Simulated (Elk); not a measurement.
# BaFeO3: moments or none

Wanted: the moments of BaFeO3 and the energy gained by spin polarisation.

Calculated with Elk 11.2.3 (patched build); PBEsol with U = 4.50 eV, J = 0.90 eV on Fe d; all-electron APW+lo, Dirac cores, scalar-relativistic bands.

This is a report of a sequence of runs, with most program output left out.

The database entry behind the starting cell differs from later determinations by our own check (an axis about 1.3 % long against later determinations), so it need not match the best structure at ambient conditions.

## 1. Starting point

Symmetry: Pm-3m, No. 221, cubic system. The conventional cell has a = 4.020 Å, b = 4.020 Å, c = 4.020 Å, α = 90.00°, β = 90.00°, γ = 90.00°. Nearest to Ba lie 12 O at 2.84 Å. Nearest to Fe lie 6 O at 2.01 Å. Nearest to O lie 2 Fe at 2.01 Å and 4 Ba at 2.84 Å. Farther neighbours and most contacts between anions are not listed.

## 2. Order 1, typed as ferro +

The parallel start comes first: it fits the smallest cell, keeps the most symmetry and shows whether parallel moments form. A Hubbard U of customary size acts on the open shell; it was not fitted to this crystal.

The last three numbers of an atom's line are a seed field in its sphere. It points against the wanted moment and shrinks by the factor reducebf each loop.

elk.in reads:

```
tasks
  0

xctype
  22

rgkmax
  7.0

nempty
  12

swidth
  0.003

reducebf
  0.6

epsengy
  1e-05

maxscl
  100

lmaxi
  2

spinpol
  .true.

sppath
  './'

avec
  7.59669902100 0.00000000000 0.00000000000
  0.00000000000 7.59669902100 0.00000000000
  0.00000000000 0.00000000000 7.59669902100

atoms
  3
  'Ba.in'
  1
  0.0000000000 0.0000000000 0.0000000000   0.000000 0.000000 0.000000
  'Fe.in'
  1
  0.5000000000 0.5000000000 0.5000000000   0.000000 0.000000 -0.400000
  'O.in'
  3
  0.5000000000 0.5000000000 0.0000000000   0.000000 0.000000 0.000000
  0.0000000000 0.5000000000 0.5000000000   0.000000 0.000000 0.000000
  0.5000000000 0.0000000000 0.5000000000   0.000000 0.000000 0.000000

ngridk
  6 6 6

dft+u
  1 1
  2 2 0.165372 0.033074
```

Started as:

```console
> OMP_NUM_THREADS=2 elk
```

Elapsed: 12 min, on 2 threads of Arm Neoverse N1, shared host; peak memory 0.26 GiB.

Spin moment in the muffin-tin sphere by atom:

| atom | spin moment in the muffin-tin sphere (μB) |
| --- | --- |
| Ba1 | 0.01 |
| Fe2 | 3.77 |
| O3 | 0.09 |
| O4 | 0.09 |
| O5 | 0.09 |

Numbers from this step:

* density of states at the Fermi level: 1.639 states/eV/cell
* moment between the spheres: 0.1306 μB
* magnetization: 4.175 μB
* final state: ferromagnetic

After 26 cycles the largest moment stands at 3.77 μB.

## 3. Start 2: no spin polarisation

A run without seeds gives the energy of the state without moments.

Changes to elk.in since step 2:

```diff
@@ -15,5 +15,2 @@
 
-reducebf
-  0.6
-
 epsengy
@@ -26,5 +23,2 @@
   2
-
-spinpol
-  .true.
 
@@ -45,3 +39,3 @@
   1
-  0.5000000000 0.5000000000 0.5000000000   0.000000 0.000000 -0.400000
+  0.5000000000 0.5000000000 0.5000000000   0.000000 0.000000 0.000000
   'O.in'
```

Started as:

```console
> OMP_NUM_THREADS=2 elk
```

Run time: 6.7 min. Hardware: 2 threads; peak memory 0.21 GiB.

This step gave:

```
density of states at the Fermi level : 8.693 states/eV/cell
final state                          : non-magnetic (no spin polarisation)
```

It lies 2604 meV a seeded atom over the first start.

## 4. The states side by side

These are free energies at a smearing of 0.0816 eV, so its entropy term is in the differences. They are divided by the number of seeded atoms, so that cells of unlike size compare.

Orders:

| start | final state | typed order kept | energy over the lowest (meV a seeded atom) | largest sphere moment (μB) | net moment (μB a primitive cell) | DOS at the Fermi level (states/eV a primitive cell) | mesh matched | CPU time (s) |
| --- | --- | --- | --- | --- | --- | --- | --- | --- |
| ferro + | ferromagnetic | yes | 0 | 3.771 | 4.175 | 1.639 | yes | 1315 |
| no spin polarisation | non-magnetic | - | 2604 | 0 | 0 | 8.693 | yes | 777.8 |

## 5. Spin–orbit coupling

Orbital moments arise only with spin–orbit coupling, and measured moments hold them.

The run goes on from the saved lowest state, with the moments along the z axis of the cell.

Changes to elk.in since step 3:

```diff
@@ -1,3 +1,4 @@
 tasks
-  0
+  1
+  15
 
@@ -15,2 +16,5 @@
 
+reducebf
+  0.6
+
 epsengy
@@ -22,3 +26,12 @@
 lmaxi
-  2
+  3
+
+spinpol
+  .true.
+
+spinorb
+  .true.
+
+cmagz
+  .true.
 
@@ -39,3 +52,3 @@
   1
-  0.5000000000 0.5000000000 0.5000000000   0.000000 0.000000 0.000000
+  0.5000000000 0.5000000000 0.5000000000   0.000000 0.000000 -0.000400
   'O.in'
```

Started as:

```console
> OMP_NUM_THREADS=2 elk
```

Elapsed: 32 min, on 2 threads; peak memory 0.33 GiB; 64 min of CPU time.

Spin moment in the muffin-tin sphere by atom:

| atom | spin moment in the muffin-tin sphere (μB) |
| --- | --- |
| Ba1 | 0.01 |
| Fe2 | 3.77 |
| O3 | 0.09 |
| O4 | 0.09 |
| O5 | 0.09 |

Read from the output:

```yaml
density_of_states_at_the_fermi_level: 1.649 states/eV/cell
moment_between_the_spheres: 0.1303 μB
magnetization: 4.170 μB
final_state: ferromagnetic
```

Orbital moment <L> in the sphere by atom:

| atom | x (μB) | y (μB) | z (μB) | size |
| --- | --- | --- | --- | --- |
| Ba1 | 0.0000 | 0.0000 | 0.0004 | 0.0004 |
| Fe2 | 0.0000 | 0.0000 | 0.0191 | 0.0191 |
| O3 | 0.0000 | 0.0000 | -0.0022 | 0.0022 |
| O4 | 0.0000 | 0.0000 | 0.0021 | 0.0021 |
| O5 | 0.0000 | 0.0000 | 0.0021 | 0.0021 |

## 6. Outcome

```json
{
  "lower run": "with moments",
  "largest site moment": "3.77 μB",
  "run without spin seeds, over the lowest": "2604 meV a seeded atom",
  "with spin–orbit coupling: largest spin moment and its orbital moment": "3.77 and 0.0191 μB"
}
```

The crystal holds moments, up to 3.77 μB, and gains 2604 meV a seeded atom by them. Under a U a spinless open shell is left with part-filled orbitals, which the U penalises, so its energy is no clean measure of what the moments gain. The orbital moment is almost quenched. No antiferromagnetic order was tried, so the session says nothing on how the moments order. The net moment is no whole number, as in a metal, where a U can create or inflate moments that the crystal lacks. With a GGA and lmaxo under 10 this build's totals carry angular errors that reach some ten meV an atom in oxides, so smaller differences are in doubt. Under a U a part-filled d shell can order its orbitals; no such lower state was searched for, and the cell's symmetry can forbid it.

[Logs and program files are shortened in this print: banners, set-up blocks, solver, clock and traceback lines can be left out without a mark of their own.]

[Logs are printed without paths, hosts, clocks, repeated set-up lines and the standing remarks that a program may print on its own settings, such as how far it seeks lower states.]

[Hosts, paths, dates, database ids (printed as entryN), source tags and the programs' standing remarks are cut or masked in the printed files.]

[Where a cell is said to come from a database of computed structures, the database is the Materials Project.]
